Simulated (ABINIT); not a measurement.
# Quasiparticle gap of CaC2 (Immm) in ABINIT

Wanted: ground state, empty states, screening and self-energy for CaC2 (Immm).

Calculated with ABINIT 10.8.3; PBEsol and many-body steps on it, plane waves.

**1. The starting structure**

Symmetry: Immm, No. 71, orthorhombic system. The conventional cell has a = 3.790 Å, b = 4.887 Å, c = 5.360 Å, α = 90.00°, β = 90.00°, γ = 90.00°. Ca has 8 C at 2.62 to 2.75 Å nearest. Nearest to C lie 1 C at 1.26 Å and 4 Ca at 2.62 to 2.75 Å. Farther neighbours are not listed.

Structure file:

```cif
data_structure
_symmetry_space_group_name_H-M 'P 1'
_symmetry_Int_Tables_number 1
_cell_length_a 4.0918
_cell_length_b 4.0918
_cell_length_c 4.0918
_cell_angle_alpha 124.827
_cell_angle_beta 106.674
_cell_angle_gamma 98.162
_cell_volume 49.63
loop_
_atom_site_label
_atom_site_type_symbol
_atom_site_fract_x
_atom_site_fract_y
_atom_site_fract_z
_atom_site_occupancy
Ca1 Ca 0.00000 0.00000 0.00000 1
C2 C 0.37124 0.50000 0.87124 1
C3 C 0.62876 0.50000 0.12876 1
```

The cell and positions are those that the Materials Project relaxed with its own functionals (PBE, PBE+U or r2SCAN), kept fixed.

**2. Ground state**

This step: ABINIT 10.8.3; DFT, PBEsol, plane waves, norm-conserving pseudopotentials.

The ground-state density comes first.

The input, run.abi:

```
acell 3*1.0 Angstrom
rprim 
  -1.894876555000 2.443261230000 2.680131180000
  1.894876555000 -2.443261230000 2.680131180000
  1.894876555000 2.443261230000 -2.680131180000
ntypat 2
znucl 20 6
natom 3
typat 1 2 2
xred 
  0.000000000000 0.000000000000 0.000000000000
  0.371239070000 0.500000000000 0.871239070000
  0.628760930000 0.500000000000 0.128760930000
pp_dirpath "pseudos"
pseudos "Ca.upf, C.upf"
ecut 37
ngkpt 6 6 6
nshiftk 1
shiftk 0 0 0
kptopt 1
chksymbreak 0
nband 14
occopt 1
tolvrs 1e-10
nstep 60
prtwf 0
optforces 0
optstress 0
indata_prefix "in"
outdata_prefix "out"
tmpdata_prefix "tmp"
```

The run is started by

```bash
$ OMP_NUM_THREADS=1 mpirun -n 4 abinit run.abi > log
```

Numbers of over 12 decimals in the logs are rounded to 6 here.

Log:

```text
.Version 10.8.3 of ABINIT. v10.8.2 released Aug 2026.

 Symmetries : space group Im m m (# 71); Bravais oI (body-center ortho.)
================================================================================
 Values of the parameters that define the memory need of the present run
     intxc =       0    ionmov =       0      iscf =       7    lmnmax =       6
     lnmax =       6     mgfft =      45  mpssoang =       3    mqgrid =    3001
     natom =       3  nloc_mem =       1    nspden =       1   nspinor =       1
    nsppol =       1      nsym =       8    n1xccc =    2501    ntypat =       2
    occopt =       1   xclevel =       2
-    mband =          14        mffmem =           1         mkmem =          12
       mpw =        3618          nfft =       91125          nkpt =          46
================================================================================
  Rough estimation (10% accuracy) of disk space for files :
================================================================================

--------------------------------------------------------------------------------
------------- Echo of variables that govern the present computation ------------
--------------------------------------------------------------------------------
 -outvars: echo values of preprocessed input variables --------
            acell      1.8897261259E+00  1.8897261259E+00  1.8897261259E+00 Bohr

      chksymbreak           0
             ecut      3.70000000E+01 Hartree
-          fftalg         312

              ixc     -116133
              kpt      0.00000000E+00  0.00000000E+00  0.00000000E+00
                       1.66666667E-01  0.00000000E+00  0.00000000E+00
                       3.33333333E-01  0.00000000E+00  0.00000000E+00
                       5.00000000E-01  0.00000000E+00  0.00000000E+00
                       0.00000000E+00  1.66666667E-01  0.00000000E+00
                       1.66666667E-01  1.66666667E-01  0.00000000E+00
                       3.33333333E-01  1.66666667E-01  0.00000000E+00
                       5.00000000E-01  1.66666667E-01  0.00000000E+00
                      -3.33333333E-01  1.66666667E-01  0.00000000E+00
   [... 35 further rows ...]
                      -3.33333333E-01 -3.33333333E-01  3.33333333E-01
                       5.00000000E-01  5.00000000E-01  5.00000000E-01
         kptrlatt        6    0    0      0    6    0      0    0    6
          kptrlen      4.29695728E+01
P           mkmem          12
            natom           3
            nband          14
            ngfft          45      45      45
             nkpt          46
            nstep          60
             nsym           8
           ntypat           2
              occ      2.000000  2.000000  2.000000  2.000000  2.000000  2.000000
                       2.000000  2.000000  2.000000  0.000000  0.000000  0.000000
                       0.000000  0.000000
        optforces           0
        optstress           0
            prtwf           0
            rprim     -1.8948765550E+00  2.4432612300E+00  2.6801311800E+00
[...]
spgroup          71

           tolvrs      1.00000000E-10

             xred      0.0000000000E+00  0.0000000000E+00  0.0000000000E+00
[...]
znucl       20.00000    6.00000

================================================================================

 chkinp: Checking input parameters for consistency.

================================================================================
== DATASET  1 ==================================================================
-   mpi_nproc: 4, omp_nthreads: 1 (-1 if OMP is not activated)

--- !DatasetInfo
iteration_state: {dtset: 1, }
dimensions: {natom: 3, nkpt: 46, mband: 14, nsppol: 1, nspinor: 1, nspden: 1, mpw: 3618, }
cutoff_energies: {ecut:  37.0, pawecutdg:  -1.0, }
electrons: {nelect:   1.80000000E+01, charge:   0.00000000E+00, occopt:   1.00000000E+00, tsmear:   1.00000000E-02, }

 Real(R)+Recip(G) space primitive vectors, cartesian coordinates (Bohr,Bohr^-1):
 R(1)= -3.5807977  4.6170946  5.0647139  G(1)=  0.0000000  0.1082932  0.0987223
 R(2)=  3.5807977 -4.6170946  5.0647139  G(2)=  0.1396337  0.0000000  0.0987223
 R(3)=  3.5807977  4.6170946 -5.0647139  G(3)=  0.1396337  0.1082932  0.0000000
 Unit cell volume ucvol=  3.3493727E+02 bohr^3
 Angles (23,13,12)=  1.24827126E+02  1.06674293E+02  9.81616827E+01 degrees

 getcut: wavevector=  0.0000  0.0000  0.0000  ngfft=  45  45  45
         ecut(hartree)=     37.000   => boxcut(ratio)=   2.07875

--- Pseudopotential description ------------------------------------------------
- Ca Generated using ONCVPSP code by D. R. Hamann
- 20.00000  10.00000  180301                  znucl, zion, pspdat
12 -116133 2 -1 1746                          pspcod,pspxc,lmax,lloc,mmax
     nproj     2     2     2
  pspatm : epsatm=   12.46101000
         --- l  ekb(1:nproj) -->
[...]
pspatm: atomic psp has been read  and splines computed

- C Generated using ONCVPSP code by D. R. Hamann
-  6.00000   4.00000  180301                  znucl, zion, pspdat
12 -116133 1 -1 1248                          pspcod,pspxc,lmax,lloc,mmax
     nproj     2     2     0
  pspatm : epsatm=    4.34909242
         --- l  ekb(1:nproj) -->
[...]
pspatm: atomic psp has been read  and splines computed

   3.80865507E+02                                ecore*ucvol(ha*bohr**3)
--------------------------------------------------------------------------------

_setup2: Arith. and geom. avg. npw (full set) are    3600.106    3600.093

================================================================================

--- !BeginCycle
iteration_state: {dtset: 1, }
solver: {iscf: 7, nstep: 60, nline: 4, wfoptalg: 0, }
tolerances: {tolvrs: 1.00E-10, }

     iter   Etot(hartree)      deltaE(h)  residm     vres2
 ETOT  1  -50.512517792546    -5.051E+01 7.069E-02 8.795E+02
 ETOT  2  -50.618744924416    -1.062E-01 4.170E-02 1.922E+02
 ETOT  3  -50.643585391103    -2.484E-02 8.524E-03 1.126E+00
 ETOT  4  -50.643782527011    -1.971E-04 7.178E-03 3.304E-02
 ETOT  5  -50.643786407892    -3.881E-06 4.086E-03 3.158E-03
 ETOT  6  -50.643786716766    -3.089E-07 3.369E-03 3.066E-04
 ETOT  7  -50.643786749561    -3.279E-08 1.288E-03 6.731E-06
 ETOT  8  -50.643786750091    -5.301E-10 1.737E-03 6.892E-07
 ETOT  9  -50.643786750160    -6.876E-11 6.891E-04 1.168E-08
 ETOT 10  -50.643786750162    -2.139E-12 1.004E-03 8.215E-10
 ETOT 11  -50.643786750160     1.847E-12 3.360E-04 8.700E-12

 At SCF step   11       vres2   =  8.70E-12 < tolvrs=  1.00E-10 =>converged.

--- !ResultsGS
iteration_state: {dtset: 1, }
comment   : Summary of ground state results
lattice_vectors:
- [ -3.5807977,   4.6170946,   5.0647139, ]
- [  3.5807977,  -4.6170946,   5.0647139, ]
- [  3.5807977,   4.6170946,  -5.0647139, ]
lattice_lengths: [   7.73246,    7.73246,    7.73246, ]
lattice_angles: [124.827, 106.674,  98.162, ] # degrees, (23, 13, 12)
lattice_volume:   3.3493727E+02
convergence: {deltae:  1.847E-12, res2:  8.700E-12, residm:  3.360E-04, diffor:  0.000E+00, }
etotal    :  -5.06437868E+01
entropy   :   0.00000000E+00
fermie    :   8.90988714E-02
cartesian_stress_tensor: null
pressure_GPa: null
xred      :
- [  0.0000E+00,   0.0000E+00,   0.0000E+00, Ca]
- [  3.7124E-01,   5.0000E-01,   8.7124E-01,  C]
- [  6.2876E-01,   5.0000E-01,   1.2876E-01,  C]
cartesian_forces: null
force_length_stats: {min: null, max: null, mean: null, }

 Integrated electronic density in atomic spheres:
 ------------------------------------------------
 Atom  Sphere_radius  Integrated_density
[...]
2        2.00000          4.19665266
    3        2.00000          4.19665266
================================================================================

 ----iterations are completed or convergence reached----

 Mean square residual over all n,k,spin=   29.086E-07; max=  33.602E-05
 reduced coordinates (array xred) for    3 atoms
       0.000000000000      0.000000000000      0.000000000000
       0.371239070000      0.500000000000      0.871239070000
       0.628760930000      0.500000000000      0.128760930000
 rms dE/dt=  0.0000E+00; max dE/dt=  0.0000E+00; dE/dt below (all hartree)
    1       0.000000000000      0.000000000000      0.000000000000
    2       0.000000000000      0.000000000000      0.000000000000
    3       0.000000000000      0.000000000000      0.000000000000

 cartesian coordinates (angstrom) at end:
    1      0.000000     0.000000     0.000000
    2      1.894877     1.814068    -0.000000
    3     -0.000000     0.629193     2.680131
 length scales=  1.889726125908  1.889726125908  1.889726125908 bohr
              =  1.000000000000  1.000000000000  1.000000000000 angstroms
 prteigrs : about to open file out_EIG
 Fermi (or HOMO) energy (hartree) =   0.08910   Average Vxc (hartree)=  -0.34918
 Eigenvalues (hartree) for nkpt=  46  k points:
 kpt#   1, nband= 14, wtk=  0.00463, kpt=  0.0000  0.0000  0.0000 (reduced coord)
  -1.32285   -0.62796   -0.62776   -0.62370   -0.36151    0.00653    0.00828    0.07014
   0.07959    0.17519    0.22160    0.29386    0.30537    0.32761
 prteigrs : prtvol=0 or 1, do not print more k-points.

--- !EnergyTerms
iteration_state     : {dtset: 1, }
comment             : Components of total free energy in Hartree
kinetic             :  2.11323738098384E+01
hartree             :  1.08328925268560E+01
xc                  : -1.14045919728123E+01
Ewald energy        : -3.40722158980955E+01
psp_core            :  1.13712490670177E+00
local_psp           : -4.10980209215495E+01
non_local_psp       :  2.82865079890113E+00
total_energy        : -5.06437867501600E+01
total_energy_eV     : -1.37808764221770E+03
band_energy         : -6.92230913383511E+00

== END DATASET(S) ==============================================================
================================================================================

 -outvars: echo values of variables after computation  --------
           etotal     -5.0643786750E+01
            nband          14
             nkpt          46
          spgroup          71
 [... the other variables as echoed above ...]

 Calculation completed.
```

Run time: 66 s. Hardware: 4 MPI ranks of AMD EPYC 7571, shared host; peak memory 0.37 GiB.

This step gave:

| Item | Value |
| --- | --- |
| total energy | -1378.0876 eV |
| gap | 2.343 eV |
| k of the valence top | 0.3333, -0.1667, 0.1667 |
| k of the conduction bottom | 0, 0, 0 |
| least direct gap | 2.601 eV |

The gap is indirect, with the least direct gap 0.26 eV higher.

[end of part 1 of 3]

[Paths, hosts, dates, memory and timing lines, banners, echoed tables and standing remarks are left out of the program output.]

[Logs are printed without paths, hosts, clocks, repeated set-up lines and the standing remarks that a program may print on its own settings, such as how far it seeks lower states.]

[Runs of the session that timed out or met a known fault of the program may be left out.]

[Hosts, paths, dates, database ids (printed as entryN), source tags and the programs' standing remarks are cut or masked in the printed files.]

[G0W0 gaps are taken among the corrected bands and points alone; a level outside them can change the order at an edge.]

[Where Ansatz stands beside ABINIT at settings called matched, ABINIT's density can come from a denser mesh and the files from another edition; pairs whose starting gaps differed by over 0.03 eV were left out, so agreement reads better than it is.]
